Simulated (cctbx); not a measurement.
**BeCoCl6 with cctbx, script by script**

Library: cctbx 2025.11. The data are simulated by the first script.

## 1. Simulate the data

run.py:

```python
from cctbx import adptbx, crystal, miller, sgtbx, xray
from cctbx.array_family import flex
from iotbx.shelx import hklf
from scitbx import matrix
import scitbx.random

cs = crystal.symmetry(unit_cell=(6.427, 6.427, 16.925, 90, 90, 120), space_group_symbol='Hall: -R 3')  # R-3
atoms = [  # label, site, U (iso, or U11 U22 U33 U12 U13 U23 in A^2), occupancy
    ("Co1", (0, 0, 0), 0.0135, 1),
    ("Cl1", (0.4069, 0.0198, 0.254), 0.0154, 1),
    ("Be1", (1/3, 2/3, 0.16667), 0.0240, 1),
]
xs = xray.structure(crystal_symmetry=cs)
for label, site, u, occ in atoms:
    u = adptbx.u_cif_as_u_star(cs.unit_cell(), u) if isinstance(u, tuple) else u
    xs.add_scatterer(xray.scatterer(label, site=site, u=u, occupancy=occ))
xs.set_inelastic_form_factors(0.4959, "sasaki")
xs.show_summary()
p1 = xs.expand_to_p1()
ms = miller.build_set(p1, anomalous_flag=True, d_min=0.8)
flex.set_random_seed(724437)
scitbx.random.set_random_seed(724437)
ms = ms.select(flex.random_double(ms.size()) < 0.7)
i = ms.structure_factors_from_scatterers(p1, algorithm="direct").f_calc().as_intensity_array().data()
i = i * 70000 / flex.max(i)
sig = flex.sqrt(i + flex.pow2(0.06 * i) + 4 ** 2)
noise = scitbx.random.variate(scitbx.random.normal_distribution())(i.size())
data = ms.array(data=i + sig * noise, sigmas=sig).set_observation_type_xray_intensity()
with open("data.hkl", "w") as f:
    data.export_as_shelx_hklf(f)
print("reflections written:", data.size(), " <I/sigma> = %.1f" % flex.mean(data.data() / data.sigmas()))
for h, a, b in list(data.sort("data"))[:12]:
    print("%4d%4d%4d %9.1f %7.1f" % (h + (a, b)))
```

```console
$ python run.py
```

```text
Number of scatterers: 3
At special positions: 2
Unit cell: (6.427, 6.427, 16.925, 90, 90, 120)
Space group: R -3 :H (No. 148)
reflections written: 3457  <I/sigma> = 4.5
   2  -1  -3   70630.2  4208.3
   1  -2   3   69230.4  4208.3
  -2   1   3   69042.8  4208.3
   0   0 -12   49201.6  3025.7
  -1   2   9   48496.3  2653.1
  -1  -1   9   46267.6  2653.1
   2  -1  -6   46061.0  2541.6
   0   2   4   46040.9  2588.9
   2  -1   9   45467.2  2653.1
   1   1  -9   45263.8  2653.1
   2   0  -4   44631.2  2588.9
   2  -2   4   43676.5  2588.9
```

It took 0.28 s on 1 thread of Arm Neoverse V2, with other jobs on the host, peak memory 0.07 GiB.

## 2. Refinement (right model, isotropic)

run.py:

```python
import math
from cctbx import adptbx, crystal, maptbx, sgtbx, xray
from cctbx.array_family import flex
from cctbx.xray import observations
from iotbx.shelx import hklf
from scitbx.lstbx import normal_eqns_solving
from smtbx import absolute_structure, utils
from smtbx.refinement import constraints, least_squares

cs = crystal.symmetry(unit_cell=(6.427, 6.427, 16.925, 90, 90, 120), space_group_symbol='Hall: -R 3')  # R-3
atoms = [  # label, site, U (iso, or U11 U22 U33 U12 U13 U23 in A^2), occupancy
    ("Co1", (0, 0, 0), 0.0200, 1),
    ("Cl1", (0.41, 0.0293, 0.2512), 0.0200, 1),
    ("Be1", (1/3, 2/3, 0.16667), 0.0200, 1),
]
xs = xray.structure(crystal_symmetry=cs)
for label, site, u, occ in atoms:
    u = adptbx.u_cif_as_u_star(cs.unit_cell(), u) if isinstance(u, tuple) else u
    xs.add_scatterer(xray.scatterer(label, site=site, u=u, occupancy=occ))
xs.set_inelastic_form_factors(0.4959, "sasaki")
raw = hklf.reader(file_name="data.hkl").as_miller_arrays(crystal_symmetry=cs, anomalous=True)[0]
merged = raw.eliminate_sys_absent().merge_equivalents()
fo2 = merged.array().set_observation_type_xray_intensity()
print("Rint %.3f, %d unique reflections to %.2f A" % (merged.r_int(), fo2.size(), fo2.d_min()))
for sc in xs.scatterers():
    sc.flags.set_grad_site(True)
    sc.flags.set_grad_u_aniso(sc.flags.use_u_aniso())
    sc.flags.set_grad_u_iso(sc.flags.use_u_iso())
obs = fo2.as_xray_observations()
extra = {}
rep = constraints.reparametrisation(xs, [], utils.connectivity_table(xs), **extra)
ls = least_squares.crystallographic_ls(obs, rep, weighting_scheme=least_squares.mainstream_shelx_weighting(a=0, b=0))
print("cycle     R1     wR2    GooF  max shift (A)")
for cycle in range(8):
    ls.build_up()
    r1, wr2, goof = ls.r1_factor(cutoff_factor=2)[0], ls.wR2(), ls.goof()
    old = xs.sites_cart()
    normal_eqns_solving.levenberg_marquardt_iterations(ls, n_max_iterations=3, tau=1e-06, step_threshold=1e-7)
    big = flex.max((xs.sites_cart() - old).norms())
    print("%4d %7.4f %7.4f %7.3f %9.5f" % (cycle + 1, r1, wr2, goof, big))
    ls.build_up(objective_only=True)
    if abs(ls.wR2() - wr2) < 5e-5 and big < 5e-4:
        break
ls.build_up()
print("final R1 %.4f wR2 %.4f GooF %.3f  parameters %d  data/parameter %.1f" % (ls.r1_factor(cutoff_factor=2)[0], ls.wR2(), ls.goof(), ls.n_parameters, fo2.size() / ls.n_parameters))
cov = ls.covariance_matrix_and_annotations()
su = dict(zip(cov.annotations, (math.sqrt(max(v, 0)) for v in cov.matrix.matrix_packed_u_diagonal())))
a2 = cs.unit_cell().reciprocal_parameters()[0] ** -2
print("atom        x        y        z      Ueq    occ   su(xyz)  su(Uiso or U11)")
for sc in xs.scatterers():
    s = max(su.get(sc.label + k, 0) for k in (".x", ".y", ".z"))
    npd = "" if sc.is_positive_definite_u(cs.unit_cell()) else "  NPD"
    print("%-5s %8.5f %8.5f %8.5f %8.4f %6.3f %8.5f %7.4f%s" % ((sc.label,) + sc.site + (sc.u_iso_or_equiv(cs.unit_cell()), sc.occupancy, s, su.get(sc.label + ".uiso", su.get(sc.label + ".u11", 0) * a2), npd)))
fo = fo2.f_sq_as_f()
fc = fo.structure_factors_from_scatterers(xs, algorithm="direct").f_calc()
diff = fo.f_obs_minus_f_calc(1 / math.sqrt(ls.scale_factor()), fc).average_bijvoet_mates()
m = diff.fft_map(symmetry_flags=maptbx.use_space_group_symmetry, resolution_factor=0.25).apply_volume_scaling()
print("difference map: max %.2f min %.2f rms %.2f" % (m.statistics().max(), m.statistics().min(), m.statistics().sigma()))
peaks = m.peak_search(parameters=maptbx.peak_search_parameters(min_distance_sym_equiv=0.6, max_clusters=6)).all()
near = xs.closest_distances(peaks.sites(), distance_cutoff=4)
sps = cs.special_position_settings(min_distance_sym_equiv=0.5)
for k, (x, h) in enumerate(zip(peaks.sites(), peaks.heights())):
    ss = sps.site_symmetry(x)
    print("Q%-3d %7.4f %7.4f %7.4f %4d %7.2f  %.2f A from %s" % ((k + 1,) + tuple(t % 1 for t in ss.exact_site()) + (ss.multiplicity(), h, near.smallest_distances[k], xs.scatterers()[near.i_seqs[k]].label)))
```

```console
$ python run.py
```

```text
Rint 0.041, 278 unique reflections to 0.80 A
cycle     R1     wR2    GooF  max shift (A)
   1  0.3617  0.7194  19.325   0.07192
   2  0.0124  0.0330   0.885   0.00004
final R1 0.0124 wR2 0.0329 GooF 0.884  parameters 6  data/parameter 46.3
atom        x        y        z      Ueq    occ   su(xyz)  su(Uiso or U11)
Co1    0.00000  0.00000  0.00000   0.0135  1.000  0.00000  0.0001
Cl1    0.40687  0.01979  0.25401   0.0154  1.000  0.00003  0.0001
Be1    0.33333  0.66667  0.16667   0.0240  1.000  0.00000  0.0006
difference map: max 0.22 min -0.23 rms 0.06
Q1    0.0382  0.4657  0.3728   18    0.23  1.78 A from Cl1
Q2    0.0000  0.0000  0.3239    6    0.22  2.56 A from Cl1
Q3    0.0311  0.4388  0.7330   18    0.19  1.18 A from Cl1
Q4    0.0104  0.1647  0.3657   18    0.18  1.83 A from Cl1
Q5    0.0000  0.0000  0.2244    6    0.18  2.60 A from Cl1
Q6    0.0373  0.8165  0.1217   18    0.17  0.90 A from Cl1
```

Time: 0.45 s.

## 3. Refinement (right model, anisotropic)

run.py, as its changes from the last script of this kind:

```diff
@@ -12,3 +12,3 @@
-    ("Co1", (0, 0, 0), 0.0200, 1),
-    ("Cl1", (0.41, 0.0293, 0.2512), 0.0200, 1),
-    ("Be1", (1/3, 2/3, 0.16667), 0.0200, 1),
+    ("Co1", (0, 0, 0), 0.0135, 1),
+    ("Cl1", (0.40687, 0.01979, 0.25401), 0.0154, 1),
+    ("Be1", (1/3, 2/3, 0.16667), 0.0240, 1),
@@ -20,0 +21 @@
+xs.convert_to_anisotropic()
```

```console
$ python run.py
```

```text
Rint 0.041, 278 unique reflections to 0.80 A
cycle     R1     wR2    GooF  max shift (A)
   1  0.0124  0.0329   0.896   0.00004
   2  0.0123  0.0328   0.893   0.00000
final R1 0.0123 wR2 0.0328 GooF 0.893  parameters 13  data/parameter 21.4
atom        x        y        z      Ueq    occ   su(xyz)  su(Uiso or U11)
Co1    0.00000  0.00000  0.00000   0.0135  1.000  0.00000  0.0002
Cl1    0.40687  0.01978  0.25401   0.0154  1.000  0.00003  0.0002
Be1    0.33333  0.66667  0.16667   0.0239  1.000  0.00000  0.0009
difference map: max 0.22 min -0.23 rms 0.06
Q1    0.0377  0.4654  0.3728   18    0.23  1.78 A from Cl1
Q2    0.0000  0.0000  0.3239    6    0.22  2.56 A from Cl1
Q3    0.0309  0.4385  0.7331   18    0.19  1.18 A from Cl1
Q4    0.0102  0.1645  0.3660   18    0.19  1.83 A from Cl1
Q5    0.0000  0.0000  0.2243    6    0.18  2.60 A from Cl1
Q6    0.0366  0.8173  0.1224   18    0.18  0.92 A from Cl1
```

Time: 0.41 s.

## 4. Refinement

run.py, as its changes from the last script of this kind:

```diff
@@ -23 +23 @@
-merged = raw.eliminate_sys_absent().merge_equivalents()
+merged = raw.eliminate_sys_absent().resolution_filter(d_min=1.3).merge_equivalents()
@@ -35 +35 @@
-for cycle in range(8):
+for cycle in range(12):
```

```console
$ python run.py
```

```text
Rint 0.039, 65 unique reflections to 1.30 A
cycle     R1     wR2    GooF  max shift (A)
   1  0.0129  0.0328   1.030   0.00102
   2  0.0120  0.0297   0.934   0.00000
final R1 0.0120 wR2 0.0297 GooF 0.934  parameters 13  data/parameter 5.0
atom        x        y        z      Ueq    occ   su(xyz)  su(Uiso or U11)
Co1    0.00000  0.00000  0.00000   0.0130  1.000  0.00000  0.0009
Cl1    0.40681  0.01989  0.25398   0.0150  1.000  0.00012  0.0009
Be1    0.33333  0.66667  0.16667   0.0296  1.000  0.00000  0.0052
difference map: max 0.15 min -0.15 rms 0.04
Q1    0.0340  0.4475  0.3703   18    0.15  1.88 A from Cl1
Q2    0.0000  0.0000  0.3459    6    0.15  2.36 A from Cl1
Q3    0.0000  0.1250  0.3519   18    0.11  1.95 A from Cl1
Q4    0.0000  0.2083  0.3704   18    0.09  1.71 A from Cl1
Q5    0.0000  0.0000  0.1039    6    0.08  1.76 A from Co1
Q6    0.0383  0.8562  0.1162   18    0.07  1.01 A from Cl1
```

Time: 0.4 s.

This run holds a fault made on purpose: data cut at low resolution.

## 5. Refinement

run.py, as its changes from the last script of this kind:

```diff
@@ -14 +13,0 @@
-    ("Be1", (1/3, 2/3, 0.16667), 0.0240, 1),
@@ -23 +22 @@
-merged = raw.eliminate_sys_absent().resolution_filter(d_min=1.3).merge_equivalents()
+merged = raw.eliminate_sys_absent().merge_equivalents()
```

```console
$ python run.py
```

```text
Rint 0.041, 278 unique reflections to 0.80 A
cycle     R1     wR2    GooF  max shift (A)
   1  0.0643  0.2091   5.670   0.00422
   2  0.0640  0.2018   5.472   0.00001
final R1 0.0640 wR2 0.2018 GooF 5.472  parameters 11  data/parameter 25.3
atom        x        y        z      Ueq    occ   su(xyz)  su(Uiso or U11)
Co1    0.00000  0.00000  0.00000   0.0127  1.000  0.00000  0.0010
Cl1    0.40706  0.02041  0.25415   0.0149  1.000  0.00020  0.0010
difference map: max 7.91 min -0.37 rms 0.25
Q1    0.0000  0.0000  0.5000    3    7.91  2.55 A from Cl1
Q2    0.0000  0.0000  0.0000    3    1.88  0.00 A from Co1
Q3    0.9988  0.3986  0.2492   18    1.45  0.14 A from Cl1
Q4    0.0092  0.1681  0.5312   18    0.39  1.42 A from Cl1
Q5    0.0526  0.1977  0.4802   18    0.26  2.05 A from Cl1
Q6    0.0607  0.2674  0.7012   18    0.26  1.97 A from Cl1
```

Time: 0.44 s.

This run holds a fault made on purpose: atom left out: Be1.

## 6. Refinement

run.py:

```python
import math
from cctbx import adptbx, crystal, maptbx, sgtbx, xray
from cctbx.array_family import flex
from cctbx.xray import observations
from iotbx.shelx import hklf
from scitbx.lstbx import normal_eqns_solving
from smtbx import absolute_structure, utils
from smtbx.refinement import constraints, least_squares

cs = crystal.symmetry(unit_cell=(6.427, 6.427, 16.925, 90, 90, 120), space_group_symbol='Hall: -R 3')  # R-3
atoms = [  # label, site, U (iso, or U11 U22 U33 U12 U13 U23 in A^2), occupancy
    ("Co1", (0, 0, 0), 0.0135, 1),
    ("Cl1", (0.40687, 0.01979, 0.25401), 0.0154, 1),
]
xs = xray.structure(crystal_symmetry=cs)
for label, site, u, occ in atoms:
    u = adptbx.u_cif_as_u_star(cs.unit_cell(), u) if isinstance(u, tuple) else u
    xs.add_scatterer(xray.scatterer(label, site=site, u=u, occupancy=occ))
xs.set_inelastic_form_factors(0.4959, "sasaki")
xs.convert_to_anisotropic()
raw = hklf.reader(file_name="data.hkl").as_miller_arrays(crystal_symmetry=cs, anomalous=True)[0]
merged = raw.eliminate_sys_absent().merge_equivalents()
fo2 = merged.array().set_observation_type_xray_intensity()
print("Rint %.3f, %d unique reflections to %.2f A" % (merged.r_int(), fo2.size(), fo2.d_min()))
for sc in xs.scatterers():
    sc.flags.set_grad_site(True)
    sc.flags.set_grad_u_aniso(sc.flags.use_u_aniso())
    sc.flags.set_grad_u_iso(sc.flags.use_u_iso())
obs = fo2.as_xray_observations()
extra = {}
rep = constraints.reparametrisation(xs, [], utils.connectivity_table(xs), **extra)
ls = least_squares.crystallographic_ls(obs, rep, weighting_scheme=least_squares.mainstream_shelx_weighting(a=0, b=0))
print("cycle     R1     wR2    GooF  max shift (A)")
for cycle in range(12):
    ls.build_up()
    r1, wr2, goof = ls.r1_factor(cutoff_factor=2)[0], ls.wR2(), ls.goof()
    old = xs.sites_cart()
    normal_eqns_solving.levenberg_marquardt_iterations(ls, n_max_iterations=3, tau=1e-06, step_threshold=1e-7)
    big = flex.max((xs.sites_cart() - old).norms())
    print("%4d %7.4f %7.4f %7.3f %9.5f" % (cycle + 1, r1, wr2, goof, big))
    ls.build_up(objective_only=True)
    if abs(ls.wR2() - wr2) < 5e-5 and big < 5e-4:
        break
ls.build_up()
print("final R1 %.4f wR2 %.4f GooF %.3f  parameters %d  data/parameter %.1f" % (ls.r1_factor(cutoff_factor=2)[0], ls.wR2(), ls.goof(), ls.n_parameters, fo2.size() / ls.n_parameters))
cov = ls.covariance_matrix_and_annotations()
su = dict(zip(cov.annotations, (math.sqrt(max(v, 0)) for v in cov.matrix.matrix_packed_u_diagonal())))
a2 = cs.unit_cell().reciprocal_parameters()[0] ** -2
print("atom        x        y        z      Ueq    occ   su(xyz)  su(Uiso or U11)")
for sc in xs.scatterers():
    s = max(su.get(sc.label + k, 0) for k in (".x", ".y", ".z"))
    npd = "" if sc.is_positive_definite_u(cs.unit_cell()) else "  NPD"
    print("%-5s %8.5f %8.5f %8.5f %8.4f %6.3f %8.5f %7.4f%s" % ((sc.label,) + sc.site + (sc.u_iso_or_equiv(cs.unit_cell()), sc.occupancy, s, su.get(sc.label + ".uiso", su.get(sc.label + ".u11", 0) * a2), npd)))
fo = fo2.f_sq_as_f()
fc = fo.structure_factors_from_scatterers(xs, algorithm="direct").f_calc()
diff = fo.f_obs_minus_f_calc(1 / math.sqrt(ls.scale_factor()), fc).average_bijvoet_mates()
m = diff.fft_map(symmetry_flags=maptbx.use_space_group_symmetry, resolution_factor=0.25).apply_volume_scaling()
print("difference map: max %.2f min %.2f rms %.2f" % (m.statistics().max(), m.statistics().min(), m.statistics().sigma()))
peaks = m.peak_search(parameters=maptbx.peak_search_parameters(min_distance_sym_equiv=0.6, max_clusters=6)).all()
near = xs.closest_distances(peaks.sites(), distance_cutoff=4)
sps = cs.special_position_settings(min_distance_sym_equiv=0.5)
for k, (x, h) in enumerate(zip(peaks.sites(), peaks.heights())):
    ss = sps.site_symmetry(x)
    print("Q%-3d %7.4f %7.4f %7.4f %4d %7.2f  %.2f A from %s" % ((k + 1,) + tuple(t % 1 for t in ss.exact_site()) + (ss.multiplicity(), h, near.smallest_distances[k], xs.scatterers()[near.i_seqs[k]].label)))
```

```console
$ python run.py
```

```text
Rint 0.041, 278 unique reflections to 0.80 A
cycle     R1     wR2    GooF  max shift (A)
   1  0.0643  0.2091   5.670   0.00422
   2  0.0640  0.2018   5.472   0.00001
final R1 0.0640 wR2 0.2018 GooF 5.472  parameters 11  data/parameter 25.3
atom        x        y        z      Ueq    occ   su(xyz)  su(Uiso or U11)
Co1    0.00000  0.00000  0.00000   0.0127  1.000  0.00000  0.0010
Cl1    0.40706  0.02041  0.25415   0.0149  1.000  0.00020  0.0010
difference map: max 7.91 min -0.37 rms 0.25
Q1    0.0000  0.0000  0.5000    3    7.91  2.55 A from Cl1
Q2    0.0000  0.0000  0.0000    3    1.88  0.00 A from Co1
Q3    0.9988  0.3986  0.2492   18    1.45  0.14 A from Cl1
Q4    0.0092  0.1681  0.5312   18    0.39  1.42 A from Cl1
Q5    0.0526  0.1977  0.4802   18    0.26  2.05 A from Cl1
Q6    0.0607  0.2674  0.7012   18    0.26  1.97 A from Cl1
```

It took 0.44 s on 1 thread of Arm Neoverse V2, on a shared host, peak memory 0.09 GiB.

This run holds a fault made on purpose: atom left out: Be1.

[Logs are printed without paths, hosts, clocks, repeated set-up lines and the standing remarks that a program may print on its own settings, such as how far it seeks lower states.]
